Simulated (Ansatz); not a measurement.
# MgH2 (model cell, started as CdI2 type): phonons and vibrational spectra, part 2 of 2

The cell of MgH2 (model cell, started as CdI2 type) is at rest. What are its phonons? After the zone centre comes a 3×3×2 q mesh on a 9×9×4 k mesh.

Ansatz 0.2.0; DFT PBEsol, scalar-relativistic, plane waves, PAW.

So far. Step 2 (Zone-centre response): Before it was imposed, the acoustic sum rule was missed by 8.1e-6 eV/Å² and the charge sum rule by 0.0011 e. Small misses are needed for a sound result but don't prove that mesh and cutoff are converged. The lowest optical mode is real, 834 cm⁻¹.

The structure was built from a prototype and need not be the compound's stable phase.

## 3. Phonons on a q mesh

Stability and thermal properties need the whole zone. Linear response on a 3×3×2 q mesh gives force constants as far as a supercell of that size would, and the tensors from the zone-centre run are typed in so that the long-range dipole term is interpolated apart.

File input.yaml:

```yaml
crystal:
  lattice:
    - [3.0022825744, 0.0, 0.0]
    - [-1.5011412872, 2.6000529788, 0.0]
    - [0.0, 0.0, 4.3922210858]
  atoms:
    - { symbol: Mg, position: [0.0, 0.0, 0.0] }
    - { symbol: H, position: [0.3333333333, 0.6666666667, 0.2136125854] }
    - { symbol: H, position: [0.6666666667, 0.3333333333, 0.7863874146] }
kpoints:
  mp_grid: { grid: [9, 9, 4] }
hamiltonian:
  xc: pbesol
scf:
  occupations: { method: fixed }
output:
  eigenvalues: true
phonons:
  method: dfpt
  qmesh: [3, 3, 2]
  temperatures: { t_max: 1000, t_step: 50 }
  qpath:
    path:
      - [[0.0, 0.0, 0.0], [0.5, 0.0, 0.0], [0.33333333, 0.33333333, 0.0], [0.0, 0.0, 0.0], [0.0, 0.0, 0.5], [0.5, 0.0, 0.5], [0.33333333, 0.33333333, 0.5], [0.0, 0.0, 0.5]]
      - [[0.5, 0.0, 0.5], [0.5, 0.0, 0.0]]
      - [[0.33333333, 0.33333333, 0.5], [0.33333333, 0.33333333, 0.0]]
    npoints: 10
  non_analytic_term:
    high_frequency_dielectric_tensor: [[3.9551, 0.0, 0.0], [0.0, 3.9551, 0.0], [0.0, 0.0, 3.1179]]
    born_effective_charges:
      - { species: Mg, tensor: [[1.9482, 0.0, 0.0], [0.0, 1.9482, 0.0], [0.0, 0.0, 1.1509]] }
      - { species: H, tensor: [[-0.9741, 0.0, 0.0], [0.0, -0.9741, 0.0], [0.0, 0.0, -0.5754]] }
      - { species: H, tensor: [[-0.9741, 0.0, 0.0], [0.0, -0.9741, 0.0], [0.0, 0.0, -0.5754]] }
    source: "zone-centre run at this cell"
```

The run is started by

```sh
> ansatz run input.yaml --threads 4 --pin off --max-ram 7168MiB --backend cpu --events-out ev --progress --plain --runs-dir out
```

Numbers of over 12 decimals in the logs are rounded to 6 here.

The log of the run:

```text
Warning: phonons: the dynamical matrix that this run interpolates holds no multipole term above the dipole-dipole one, and a site of this crystal is no centre of inversion, so its interpolated transverse optical and acoustic branches and sound speeds can stay off near Gamma, and the density of states and the thermodynamics with them. What a run solves at a wave vector of phonons.qpoints, Gamma apart, where the deck admits one, is free of this, and under fd what a larger phonons.supercell samples
[...]
Crystal: 3 atoms, lattice volume = 34.286 Å³
Basis set: ecut = 420 eV, 651 PW (Γ), exchange–correlation on 48×48×60 points (8 copies of the dense FFT grid, shifted against one another)
Bands: 10, of which v1, the nominal top of the filled ones, is band 6 counted from 1 (5 counted from 0)
Symmetry: 12 space group operations
k-points: 43 of 324
[...]
SCF iter   1: F=—  HF=-1943.690529 eV  |F-HF|=—  |Δ(HF+E_count)|=         —  Δρ=6.19e-3  dr2=9.31e-3  ethr=1.77e-3  ⟨swp⟩=4.6  Hψ=2419  notcnv=0  defer=76
[...]
SCF iter   8: F=-1943.687197 eV  HF=-1943.687197 eV  |F-HF|=1.14e-12  |Δ(HF+E_count)|=  4.37e-11  Δρ=2.94e-8  dr2=8.50e-13  ethr=1.00e-12  ⟨swp⟩=6.1  Hψ=2520  notcnv=0
SCF 1 converged in 8 iterations: F = -1943.687197 eV  dr2 = 8.50e-13
[...]
NSCF: frozen V_eff on 43 k-points
[...]
DFPT response loops at q = (0, 0, 0) (fractional): preconditioner auto → none (the input reference at scf.mixing.eps_inf says where Resta's filter doesn't serve); β = 0.50; Broyden in place of MSR1
[...]
SCF converged after 8 iterations
Free energy (F): -1943.687197 eV
[...]
Internal energy: -1943.687197 eV  (E = F + TS)
E sigma→0 (E₀):  -1943.687197 eV
Fermi energy:    0.972614 eV
[...]
--- Band table (eV; the first three rows and the last of 43) ---
[...]
--- Phonons (Γ-DFPT): 4 representative perturbations + reference (Σ response iterations 13) ---
  ASR residual: 5.956e-6 → 0.000e0 eV/Å²; symmetrization residual: 1.503e-7 eV/Å²
  ASR residual per site (eV/Å²): 5.96e-6 5.02e-6 5.02e-6
  Γ frequencies (cm⁻¹): 0.00 0.00 0.00 834.20 834.20 840.56 1023.07 1077.90 1077.90
--- Phonons (arbitrary-q DFPT): 6 irreducible q on the 3×3×2 mesh ---
  q = [0.0000, 0.0000, 0.0000] (star 1, of the zone-centre solve; hermiticity 6.21e-8, symmetrization 9.37e-14): -0.00 -0.00 0.00 834.20 834.20 840.56 1023.07 1077.90 1077.90
  q = [0.0000, 0.0000, -0.5000] (star 1, 4 solved perturbations in 276 linear systems a pass and spin channel, the states on 95 of 324 k-point pairs; hermiticity 5.71e-8, symmetrization 3.40e-10): 34.00 34.00 60.57 848.71 848.71 1014.57 1028.91 1070.38 1070.38
  q = [0.0000, 0.3333, 0.0000] (star 6, 6 solved perturbations on 180 of 324 k-point pairs; hermiticity 2.66e-8, symmetrization 7.44e-13): 92.99 199.54 334.60 784.23 827.14 951.43 1092.33 1098.37 1192.54
[...]
sum rule: each row above includes the acoustic sum rule's correction from the zone centre's row sums; it moved no ω² by more than (1.16 cm⁻¹)²
  mesh force constants: q→R imaginary residual 0.00e0; ASR residual 5.956e-6 → 0.000e0 eV/Å²; symmetrization residual 8.882e-15 eV/Å²
  interpolated dispersion: 94 rows × 9 modes
  density of states and harmonic sums: on the 24×24×14 q-mesh, interpolated from the force constants of a 3×3×2 supercell (with the dipole–dipole term of supplied tensors)
  largest difference from the sums on the solved wave vectors: F 2.21e-2 eV, S 3.70e-5 and C_V 1.39e-5 eV/K
  zero-point energy: 0.406644 eV/cell   skipped modes (ω ≤ 0): 3   left out of the sums: 4.13e-5 of the cell's modes: C_V's classical limit lies that fraction below 3 k_B per atom; for a crystal, a wire or a layer, F and S can be off by more, and a phonons.interpolated_qmesh denser along its periods is the remedy for the sampling
```

It took 18 s on 4 threads of Arm Neoverse V2, shared host; peak memory 0.46 GiB; 68 s of CPU time.

Numbers from this step:

```yaml
sum_rule_residual_before_enforcement: 5.96e-6 eV/Å²
lowest_frequency_on_the_path: 0 cm⁻¹
highest_frequency_on_the_path_or_at_a_solved_wavevector: 1205 cm⁻¹
mean_frequency: 728.8 cm⁻¹
debye_temperature_second_moment: 1536 K
logarithmic_mean_frequency: 556.4 cm⁻¹
lowest_mode_on_the_q_mesh_acoustic_modes_at_gamma_apart: 34 cm⁻¹
zero_point_energy_per_atom: 135.6 meV
heat_capacity_at_300_k: 11.06 J/(mol atoms K)
vibrational_entropy_at_300_k: 10.93 J/(mol atoms K)
edges_of_the_widest_gap_between_branches_on_path_and_mesh: 380.7, 780.5 cm⁻¹
```

Frequencies (cm⁻¹) solved at each irreducible wavevector; negative means imaginary. Frequencies by wavevector, by row:

```csv
q in reciprocal lattice units,star,mode 1,mode 2,mode 3,mode 4,mode 5,mode 6,mode 7,mode 8,mode 9
0 0 0,1,0,0,0,834.2,834.2,840.6,1023,1078,1078
0 0 -0.5,1,34,34,60.6,848.7,848.7,1015,1029,1070,1070
0 0.3333 0,6,93,199.5,334.6,784.2,827.1,951.4,1092,1098,1192
0 0.3333 -0.5,6,121.9,199.1,333.4,802.8,845.4,897.4,1086,1111,1164
0.3333 0.3333 0,2,95,332.3,332.3,834.6,834.6,950.9,1089,1089,1192
0.3333 0.3333 -0.5,2,130.8,330.9,330.9,783.3,783.3,972.7,1101,1101,1175
```

Interpolated from a 3×3×2 q mesh, rough between the solved points, with the LO-TO term (at Γ the limit along the path; where Γ stands inside the path, tables give the limit on arrival). The phonon branches at the labelled points (cm⁻¹):

```csv
point,branch 1,branch 2,branch 3,branch 4,branch 5,branch 6,branch 7,branch 8,branch 9
Γ,0,0,0,834,841,1023,1078,1078,1198
halfway,76,165,277,786,834,983,1082,1082,1200
M,106,227,381,818,824,888,1108,1121,1180
halfway,100,268,368,820,856,899,1095,1107,1189
K,95,332,332,835,835,951,1089,1089,1192
halfway,80,200,298,780,867,960,1048,1106,1204
Γ,0,0,0,834,841,1023,1078,1078,1198
halfway,24,24,43,841,841,1015,1026,1074,1074
A,34,34,61,849,849,1015,1029,1070,1070
halfway,101,164,278,829,851,914,1072,1100,1153
L,144,229,378,828,837,838,1106,1112,1173
halfway,137,268,366,798,808,915,1104,1108,1175
H,131,331,331,783,783,973,1101,1101,1175
halfway,106,199,298,814,883,886,1051,1138,1148
A,34,34,61,849,849,1015,1029,1070,1070
jump to L,144,229,378,828,837,838,1106,1112,1173
halfway,126,228,379,825,828,864,1109,1114,1177
M,106,227,381,818,824,888,1108,1121,1180
jump to H,131,331,331,783,783,973,1101,1101,1175
halfway,114,332,332,809,809,961,1095,1095,1184
K,95,332,332,835,835,951,1089,1089,1192
```

The phonon branches as a text plot (rows in cm⁻¹):

```
   1180 |*********************         ************     *********
   1130 |      ****    ***          ********** ******** *****
   1079 |*******  ******  ****************  *******  ***     ****
   1029 |***            *************              *****
    979 |   **           ***       *          **             ***
    929 |     **   ******           ****    **  **    *         *
    879 |       ****   ****        ***  ** *      *****  ****
    828 |**************    ******************   ** ********** ***
    778 |   ****       *****            *   *******          *
    728 |
    678 |
    628 |
    577 |
    527 |
    477 |
    427 |
    377 |      *****                     *****          *****
    326 |    **     *****              **     *****          ****
    276 |   *     **   * **           *     **  ** **
    226 |     ****      *  *         *  ****      *  *  *****
    176 |  ***           **           **           **
    126 | **   ****        **       **************** ** ********
     75 |** ***    ***********   *****              ****        *
     25 |***                ********                   *
         Γ      M    K        Γ   A       L   H       A|L  M|H  K
```

Tetrahedra on a 24×24×14 mesh, mean over bins of 10 cm-1. Interpolated from a 3×3×2 q mesh, rough between the solved points. The phonon density of states by wavenumber; read off at these points:

```csv
wavenumber (cm⁻¹),phonon density of states (1/cm⁻¹/cell)
5,2.0e-5
35,0.00143
75,0.00774
105,0.0218
135,0.0116
165,0.00405
205,0.00676
235,0.0106
265,0.00701
295,0.00595
335,0.00651
365,0.0125
395,0
435,0
465,0
495,0
525,0
565,0
595,0
625,0
655,0
695,0
725,0
755,0
785,0.0233
795,0.0249
825,0.0145
845,0.0293
855,0.0215
885,0.00978
925,0.0098
955,0.0059
985,0.00277
1015,0.00182
1055,0.0154
1085,0.0226
1115,0.0458
1145,0.00465
1175,0.0284
1185,0.0267
1215,0
```

The partial phonon density of states has structure finer than the step of the table below, so its rows give means over 50 cm⁻¹, whole bins alone (the curve runs from -10 to 1255 cm⁻¹). Peaks (cm⁻¹: height): H 793.8: 0.0218, 841.6: 0.0239, 1112.1: 0.0346, 1183.8: 0.0236; Mg 109.4: 0.0183, 228.8: 0.0103, 356.1: 0.0137.

Phonopy on the run's constants, 21x21x13 mesh, Gaussian sigma 9.0 cm-1. Interpolated from a 3×3×2 q mesh, rough between the solved points. Table of partial phonon density of states by wavenumber; means over each step; values in 1/cm⁻¹/cell:

```csv
wavenumber (cm⁻¹),H,Mg
50,2.6e-4,0.00358
100,6.1e-4,0.0147
150,2.7e-4,0.00686
200,2.4e-4,0.00662
250,2.1e-4,0.00827
300,1.6e-4,0.00583
350,2.7e-4,0.0103
400,4.1e-5,0.00154
450,0,0
500,0,0
550,0,0
600,0,0
650,0,0
700,0,0
750,9.4e-4,3.0e-5
800,0.0177,4.9e-4
850,0.0193,5.8e-4
900,0.0118,2.8e-4
950,0.00650,1.3e-4
1000,0.00240,4.4e-5
1050,0.0106,4.7e-5
1100,0.0270,2.0e-4
1150,0.0100,1.1e-4
1200,0.0117,1.6e-4
```

Harmonic thermodynamic functions per atom, from the density of states. Interpolated from a 3×3×2 q mesh, rough between the solved points. Thermodynamic functions, by row:

```csv
T (K),F_vib (meV/atom),S (J/mol-atom/K),C_V (J/mol-atom/K)
0,135.6,0,0
50,135.4,0.944,1.966
100,134.4,3.115,4.425
200,129,7.205,7.621
300,119.5,10.93,11.06
400,106.3,14.58,14.33
500,89.39,18.06,16.87
600,68.96,21.31,18.72
700,45.3,24.3,20.05
800,18.67,27.05,21.03
900,-10.69,29.57,21.75
1000,-42.55,31.89,22.29
```

Harmonic mean-square displacement, third of the trace. Interpolated from a 3×3×2 q mesh, rough between the solved points. Mean square displacements, by row:

```csv
T (K),Mg1 U_eq (Å²),H2 U_eq (Å²),H3 U_eq (Å²)
0,0.00446,0.01928,0.01928
100,0.00775,0.02186,0.02186
300,0.01953,0.03048,0.03048
600,0.03826,0.04683,0.04683
```

Symmetry leaves 6 wavevectors to solve. The lowest mode among them, the acoustic zeros apart, lies at q = (0, 0, -0.5) and is real, 34.0 cm⁻¹.

## 4. Isotope substitution, element H, natural mass 1.008 amu

An isotope changes the mass and not the force constants, so no new electronic calculation is needed; the shifts show which modes move this element.

The same force constants with the mass of H changed from 1.008 to 2.014 u (phonopy, no LO-TO term). Both lists are sorted by frequency; levels can cross, so a row need not hold one and the same mode. Modes under 3 cm⁻¹ are left out. Isotope shifts, by row:

```csv
q,rank,natural mass (cm⁻¹),changed mass (cm⁻¹)
0 0 0,4,834.2,612.3
0 0 0,5,834.2,612.3
0 0 0,6,840.6,617
0 0 0,7,1023,723.8
0 0 0,8,1078,762.5
0 0 0,9,1078,762.5
0 0 -0.5,1,34,32.83
0 0 -0.5,2,34,32.83
0 0 -0.5,3,60.57,58.48
0 0 -0.5,4,848.7,621.7
0 0 -0.5,5,848.7,621.7
0 0 -0.5,6,1015,717.8
0 0 -0.5,7,1029,753.9
0 0 -0.5,8,1070,757.2
0 0 -0.5,9,1070,757.2
0 0.3333 0,1,92.99,91.27
0 0.3333 0,2,199.5,196.5
0 0.3333 0,3,334.6,327.6
0 0.3333 0,4,784.2,564.5
0 0.3333 0,5,827.1,590.3
0 0.3333 0,6,951.4,680.1
0 0.3333 0,7,1092,773.8
0 0.3333 0,8,1098,782.4
0 0.3333 0,9,1193,852.8
0 0.3333 -0.5,1,121.9,119.2
0 0.3333 -0.5,2,199.1,196.1
0 0.3333 -0.5,3,333.4,327.1
0 0.3333 -0.5,4,802.8,582
0 0.3333 -0.5,5,845.4,602.8
0 0.3333 -0.5,6,897.4,641.3
0 0.3333 -0.5,7,1086,774
0 0.3333 -0.5,8,1111,785.9
0 0.3333 -0.5,9,1164,829.4
```

A mode of this element alone would shift by -29.26 %. The highest zone-centre frequency without the field goes from 1077.9 to 762.5 cm⁻¹ (-29.3 %). The product of the frequency ratios over all optical modes at Γ is 0.140; the product rule, (m/m′)^(3k/2) (M′/M)^(3/2) with k = 2 such atoms and M the mass of the cell, gives 0.140.

## 5. Another isotope, element Mg, natural mass 24.305 amu

The same for Mg, from 24.30 to 25.98 u.

The same force constants with the mass of Mg changed from 24.305 to 25.983 u (phonopy, no LO-TO term). Both lists are sorted by frequency; levels can cross, so a row need not hold one and the same mode. Modes under 3 cm⁻¹ are left out. Isotope shifts, by row:

```csv
q,rank,natural mass (cm⁻¹),changed mass (cm⁻¹)
0 0 0,4,834.2,832.1
0 0 0,5,834.2,832.1
0 0 0,6,840.6,838.5
0 0 0,7,1023,1023
0 0 0,8,1078,1078
0 0 0,9,1078,1078
0 0 -0.5,1,34,32.96
0 0 -0.5,2,34,32.96
0 0 -0.5,3,60.57,58.72
0 0 -0.5,4,848.7,846.7
0 0 -0.5,5,848.7,846.7
0 0 -0.5,6,1015,1015
0 0 -0.5,7,1029,1026
0 0 -0.5,8,1070,1070
0 0 -0.5,9,1070,1070
0 0.3333 0,1,92.99,90.05
0 0.3333 0,2,199.5,193.2
0 0.3333 0,3,334.6,324
0 0.3333 0,4,784.2,783.3
0 0.3333 0,5,827.1,826.7
0 0.3333 0,6,951.4,950.8
0 0.3333 0,7,1092,1092
0 0.3333 0,8,1098,1098
0 0.3333 0,9,1193,1192
0 0.3333 -0.5,1,121.9,118.1
0 0.3333 -0.5,2,199.1,192.8
0 0.3333 -0.5,3,333.4,322.9
0 0.3333 -0.5,4,802.8,801.5
0 0.3333 -0.5,5,845.4,844.9
0 0.3333 -0.5,6,897.4,896.8
0 0.3333 -0.5,7,1086,1086
0 0.3333 -0.5,8,1111,1111
0 0.3333 -0.5,9,1164,1164
```

A mode of this element alone would shift by -3.28 %. The highest zone-centre frequency without the field goes from 1077.9 to 1077.9 cm⁻¹ (+0.0 %). The product of the frequency ratios over all optical modes at Γ is 0.993; the product rule, (m/m′)^(3k/2) (M′/M)^(3/2) with k = 1 such atoms and M the mass of the cell, gives 0.993.

## 6. Results

| Property | Result |
| --- | --- |
| space group (within 0.01 Å) | P-3m1 |
| volume per atom | 11.4 Å³ |
| gap on the k-mesh | 3.91 eV |
| highest optical mode at the zone centre (no LO-TO term) | 1078 cm⁻¹ |
| top of the zone-centre spectrum with the field | 1198 cm⁻¹ |
| lowest optical zone-centre mode | 834 cm⁻¹ |
| mean high-frequency dielectric constant | 3.68 |
| mean static dielectric constant | 6.96 |
| largest Born charge (third of the trace) | 1.68 e |
| lowest mode on the q mesh (acoustic modes at Γ apart) | 34.0 cm⁻¹ |
| highest frequency on the path or at a solved wavevector | 1205 cm⁻¹ |
| zero-point energy per atom | 136 meV |
| heat capacity at 300 K | 11.1 J/(mol atoms K) |
| vibrational entropy at 300 K | 10.9 J/(mol atoms K) |
| Debye temperature (second moment) | 1536 K |
| imaginary modes on the 3×3×2 q mesh | none |

What this shows: The structure is a minimum as far as tested: no mode is imaginary at the 6 irreducible wavevectors of the 3×3×2 mesh, and the softest away from the acoustic zeros lies at 34 cm⁻¹. Without the field, the optical modes at Γ span 834 to 1078 cm⁻¹. The highest mode in this list at Γ, 1077.9 cm⁻¹, is mostly motion of H (100 % of the kinetic energy). With the macroscopic field of the longitudinal modes the top of the zone-centre spectrum lies at 1198 cm⁻¹, against 1078 cm⁻¹ without it. Lattice motion raises the mean dielectric constant from 3.676 to 6.961. The strongest infrared line is at 834 cm⁻¹. Averaged over orientations, the strongest Raman line at 532 nm and 300 K is at 1023 cm⁻¹. On the path and the mesh, the widest gap between branches runs from 381 to 780 cm⁻¹. With the field response the log warns that the k mesh is coarse for the force constants too, so the frequencies may not be converged. The q mesh stands for a supercell only 8.8 Å across, so branches between the solved wavevectors are rough. The program warns that the interpolation holds no quadrupole term, so branches close to Γ can be off in this crystal. The starting cell was built on a prototype and not taken from a measurement, so the phase need not exist. These are harmonic frequencies at zero temperature: anharmonic shifts, linewidths and thermal expansion are left out.

[Logs are printed without paths, hosts, clocks, repeated set-up lines and the standing remarks that a program may print on its own settings, such as how far it seeks lower states.]

[Hosts, paths, dates, database ids (printed as entryN), source tags and the programs' standing remarks are cut or masked in the printed files.]
